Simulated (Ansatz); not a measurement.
# Work function of Sr(110): what the settings cost and change, part 2 of 2

How far do functional and pseudopotentials move the work function of Sr(110), and at what cost?

Ansatz 0.2.0; plane-wave DFT, PBE, Ansatz PAW (the session's first sound run).

So far, work function, upper face (eV): step 2 (run, setting PBE, Ansatz PAW (420 eV)) 2.59; step 5 (RPBE) 2.51; step 6 (r2SCAN) 2.61; step 7 (PBE JTH) 2.59; step 8 (PBE norm-conserving) 2.59.

## Step 9: Slab

This step: plane-wave DFT, LDA, norm-conserving (Ansatz 0.2.0).

input.yaml reads:

```yaml
crystal:
  lattice:
    - [6.08, 0.0, 0.0]
    - [0.0, 4.2992092296, 0.0]
    - [0.0, 0.0, 30.8976276888]
  atoms:
    - { symbol: Sr, position: [0.0, 0.0, 0.2912844989] }
    - { symbol: Sr, position: [0.5, 0.5, 0.3608563326] }
    - { symbol: Sr, position: [0.0, 0.0, 0.4304281663] }
    - { symbol: Sr, position: [0.5, 0.5, 0.5] }
    - { symbol: Sr, position: [0.0, 0.0, 0.5695718337] }
    - { symbol: Sr, position: [0.5, 0.5, 0.6391436674] }
    - { symbol: Sr, position: [0.0, 0.0, 0.7087155011] }
kpoints:
  mp_grid: { grid: [7, 10, 1] }
hamiltonian:
  xc: lda
  pseudopotentials: { kind: nc }
scf:
  occupations: { method: fermi_dirac, width: 0.1 }
  convergence: { dr2_threshold: 1.0e-09 }
efield:
  axis: 3
  dipole_correction: true
  ramp_position: 0.97
  ramp_width: 0.06
output:
  write_potential: true
  write_density: true
  volumetric_format: npy
```

Run with:

```console
$ ansatz run input.yaml --threads 2 --pin off --max-ram 3072MiB --backend cpu --events-out ev --progress --plain --runs-dir out
```

Standard output:

```text
[...]
Crystal: 7 atoms, lattice volume = 807.639 Å³
Basis set: ecut = 925.187132 eV, 51603 PW (Γ)
Bands: 42, of which v1, the nominal top of the filled ones, is band 35 counted from 1 (34 counted from 0)
Symmetry: 4 space group operations
k-points: 24 of 70
[...]
k-point 0: bands = [... 31 lower, -0.5511, 0.2902, 0.5400, 0.8875, 1.0013, 1.2890, 1.4436, 1.7955, ... 10 higher]
  k-point 1: bands = [... 31 lower, -0.4610, 0.3748, 0.6290, 0.9722, 1.0595, 1.3266, 1.4840, 1.7494, ... 10 higher]
  k-point 2: bands = [... 31 lower, -0.2144, 0.5778, 0.8692, 1.0759, 1.3029, 1.3816, 1.5520, 1.6343, ... 10 higher]
  k-point 23: bands = [... 31 lower, 0.5015, 0.9471, 1.0021, 1.0692, 1.0704, 1.1014, 1.1450, 1.2556, ... 10 higher]
[key lines of the parts left out:]
SCF converged after 11 iterations
Free energy (F): -6526.115873 eV
Fermi energy:    1.008699 eV
Dipole field:    D = -0.000000 V/Å  (p = -0.000001 e·Å, saw-weighted, corrected)
Work function:   Φ+ = 2.7127 eV   Φ− = 2.7127 eV
```

Wall time 7.9 min (2 threads of Arm Neoverse N1, shared host); peak memory 2.5 GiB.

The work function is 2.713 eV, +0.126 eV from the run “PBE, Ansatz PAW (420 eV)”, at 2.8 times its CPU time.

## Step 10: Run, setting PBE, all layers relaxed

This step: plane-wave DFT, PBE, Ansatz PAW (Ansatz 0.2.0).

input.yaml: that of step 9 with these lines changed.

```diff
@@ -16,4 +16,3 @@
 hamiltonian:
-  xc: lda
-  pseudopotentials: { kind: nc }
+  xc: pbe
 scf:
@@ -26,2 +25,5 @@
   ramp_width: 0.06
+relax:
+  f_tol: 0.01
+  max_steps: 40
 output:
```

Standard output:

```text
[...]
Crystal: 7 atoms, lattice volume = 807.639 Å³
Basis set: ecut = 420 eV, 15817 PW (Γ), exchange–correlation on 90×60×432 points (8 copies of the dense FFT grid, shifted against one another)
Bands: 42, of which v1, the nominal top of the filled ones, is band 35 counted from 1 (34 counted from 0)
Symmetry: 4 space group operations
k-points: 24 of 70
[...]
atoms:
    - { symbol: Sr, position: [0.0, 0.0, 0.295754] }
    - { symbol: Sr, position: [0.500000, 0.500000, 0.363255] }
    - { symbol: Sr, position: [0.0, 0.0, 0.430503] }
    - { symbol: Sr, position: [0.500000, 0.500000, 0.500000] }
    - { symbol: Sr, position: [0.0, 0.0, 0.569497] }
    - { symbol: Sr, position: [0.500000, 0.500000, 0.636745] }
    - { symbol: Sr, position: [0.0, 0.0, 0.704246] }
[key lines of the parts left out:]
SCF converged after 10 iterations
Free energy (F): -24808.395237 eV
Fermi energy:    1.135186 eV
Dipole field:    D = -0.000000 V/Å  (p = -0.000001 e·Å, saw-weighted, corrected)
Work function:   Φ+ = 2.5871 eV   Φ− = 2.5871 eV
```

It took 5.6 min on 2 threads; peak memory 1.2 GiB; 10 min of CPU time.

The relaxation took 3 steps and lowered the energy by 0.011 eV; the largest force on the free atoms ends at 0.0085 eV/Å.

The work function is 2.587 eV, +0.001 eV from the run “PBE, Ansatz PAW (420 eV)”, at 2.0 times its CPU time.

## Step 11: Run

This step: plane-wave DFT, PBE, fully relativistic PAW with spin-orbit coupling (Ansatz 0.2.0).

input.yaml: that of step 10 with these lines changed.

```diff
@@ -17,2 +17,3 @@
   xc: pbe
+  pseudopotentials: { kind: paw_fr }
 scf:
@@ -25,5 +26,5 @@
   ramp_width: 0.06
-relax:
-  f_tol: 0.01
-  max_steps: 40
+magnetization:
+  noncollinear: true
+  spin_orbit: true
 output:
```

Standard output:

```text
[...]
non-collinear run that drives no moment, with spin-orbit: no starting moment large enough to seed its density (crystal.atoms[].spin), no starting occupations that ask for one, no magnetisation constraint and no magnetic field, so the semilocal B_xc is pinned to zero
Crystal: 7 atoms, lattice volume = 807.639 Å³
[...]
k-point 1: bands = [... 66 lower, 0.7816, 0.7816, 1.1152, 1.1152, 1.2075, 1.2075, 1.4874, 1.4874, ... 24 higher]
  k-point 2: bands = [... 66 lower, 1.0140, 1.0140, 1.2046, 1.2046, 1.4491, 1.4491, 1.5409, 1.5409, ... 24 higher]
  k-point 23: bands = [... 66 lower, 1.1448, 1.1448, 1.1854, 1.1854, 1.1897, 1.1897, 1.1950, 1.1950, ... 24 higher]
[key lines of the parts left out:]
SCF converged after 13 iterations
Magnetization: |M| = 0.0000 μB,  M = (+0.0000, +0.0000, +0.0000) μB
Free energy (F): -24812.662553 eV
Fermi energy:    1.140506 eV
Dipole field:    D = 0.000000 V/Å  (p = 0.000000 e·Å, saw-weighted, corrected)
Work function:   Φ+ = 2.5871 eV   Φ− = 2.5871 eV
```

Wall time 21 min (2 threads); peak memory 2.7 GiB; 40 min of CPU time.

The work function is 2.587 eV, +0.001 eV from the run “PBE, Ansatz PAW (420 eV)”, at 7.6 times its CPU time.

## Step 12: The series together

Times are for 2 threads of Arm Neoverse N1, shared host. Results by setting:

```csv
no.,setting,"work function, upper face (eV)",time,memory (GiB)
1,"PBE, Ansatz PAW (420 eV)",2.586,3.1 min,1.4
2,"LDA, Ansatz PAW (420 eV)",2.713,3.1 min,1.4
3,"PBEsol, Ansatz PAW (420 eV)",2.621,3 min,1.4
4,"RPBE, Ansatz PAW (420 eV)",2.508,3.1 min,1.4
5,"r2SCAN, Ansatz PAW (500 eV)",2.612,6.5 min,2.7
6,"PBE, JTH PAW (690 eV)",2.587,5.9 min,2.7
7,"PBE, norm-conserving (925 eV)",2.586,8.2 min,2.6
8,"LDA, norm-conserving (925 eV)",2.713,7.9 min,2.5
9,"PBE, all layers relaxed",2.587,5.6 min,1.2
10,PBE with spin-orbit coupling (420 eV),2.587,21 min,2.7
```

## Step 13: Varying the input

This step: plane-wave DFT, PBE, Ansatz PAW (Ansatz 0.2.0).

An input spoilt on purpose, to show how the run answers: it repeats the earlier run “PBE, Ansatz PAW (420 eV)” with efield.ramp_width from 0.06 to 0.9, and scf.max_iter set to 80; its output block differs too.

input.yaml: that of step 11 with these lines changed.

```diff
@@ -17,3 +17,2 @@
   xc: pbe
-  pseudopotentials: { kind: paw_fr }
 scf:
@@ -21,2 +20,3 @@
   convergence: { dr2_threshold: 1.0e-09 }
+  max_iter: 80
 efield:
@@ -25,6 +25,3 @@
   ramp_position: 0.97
-  ramp_width: 0.06
-magnetization:
-  noncollinear: true
-  spin_orbit: true
+  ramp_width: 0.9
 output:
```

Standard output:

```text
Engine: ansatz 0.2.0, aarch64-unknown-linux-gnu
Pseudopotentials: kind: paw
Pseudopotential: Sr, paw, valence charge 10, recommended cutoff 420 eV (normal), Sr.paw.azcp
Functional definition: PBE
  parameter kappa = 0.804
  parameter beta = 0.066725
  exchange = pbe_x(kappa = kappa, mu = beta*pi^2/3)
  correlation = pbe_c(beta = beta)
Crystal: 7 atoms, lattice volume = 807.639 Å³
Basis set: ecut = 420 eV, 15817 PW (Γ)
Bands: 42, of which v1, the nominal top of the filled ones, is band 35 counted from 1 (34 counted from 0)
Symmetry: 4 space group operations
k-points: 24 of 70
Non-local potential: Sr, projectors of the file, l = 0: 3, l = 1: 2, l = 2: 2
PAW form: soft (Blöchl's): semilocal exchange-correlation on the pseudo side does not see the compensation charge
PAW one-centre angular grid: Sr, 110 points (default); XC on 64 Gauss nodes
Initial density: superposition of atomic densities (neutral atoms: chi_scale 0, normalization atom), corrected by the library's trained network
Initial wavefunctions: pseudopotential atomic-orbital guess
Functional: x = pbe(κ = 0.804, μ = 0.219515), c = pbe(β = 0.066725)
Error: efield: ion 0 (Sr) at fractional coordinate 0.2913 along the field axis lies inside the sawtooth ramp with 2 of the planes that the density is read on at each end, [0.9607, 0.8793] — the ramp must sit in vacuum (an ion there feels the fictitious reversed slope); set or move the ramp (efield.ramp_position / ramp_width) or move the geometry
```

Run time: 0.66 s. Hardware: 2 threads; peak memory 0.58 GiB.

The program refused the input before any cycle.

The program's message: “Error: efield: ion 0 (Sr) at fractional coordinate 0.2913 along the field axis lies inside the sawtooth ramp with 2 of the planes that the density is read on at each end, [0.9607, 0.8793] — the ramp m …”

The fault put into the input: a ramp so wide that it reaches the atoms.

## Step 14: What came out

- work function, PBE, Ansatz PAW (420 eV): 2.586 eV
- work function, LDA, Ansatz PAW (420 eV): 2.713 eV
- work function, RPBE, Ansatz PAW (420 eV): 2.508 eV
- work function, r2SCAN, Ansatz PAW (500 eV): 2.612 eV
- work function, LDA, norm-conserving (925 eV): 2.713 eV
- work function, PBE, all layers relaxed: 2.587 eV
- work function, PBE with spin-orbit coupling (420 eV): 2.587 eV

**Reading.** PBE on the default files gives 2.59 eV, and the settings tried spread the value from 2.51 to 2.71 eV. At one geometry LDA lies 0.13 eV above PBE. The choice of pseudopotentials moves the PBE value by 0.001 eV. Relaxing the layers changes it by +0.001 eV. Spin-orbit coupling, on the fully relativistic files, changes it by +0.00 eV. The ladder's slabs use the tabulated experimental lattice constant (two decimals; a low-temperature value for the alkali metals).

[Long decimals in the printed logs are rounded to 6 places.]

[Logs are printed without paths, hosts, clocks, repeated set-up lines and the standing remarks that a program may print on its own settings, such as how far it seeks lower states.]

[Hosts, paths, dates, database ids (printed as entryN), source tags and the programs' standing remarks are cut or masked in the printed files.]

[Maps of the electrostatic potential energy from Ansatz leave out the sawtooth potential of an applied field or a dipole correction, so their vacuum need not be flat; planar profiles and work functions include it.]
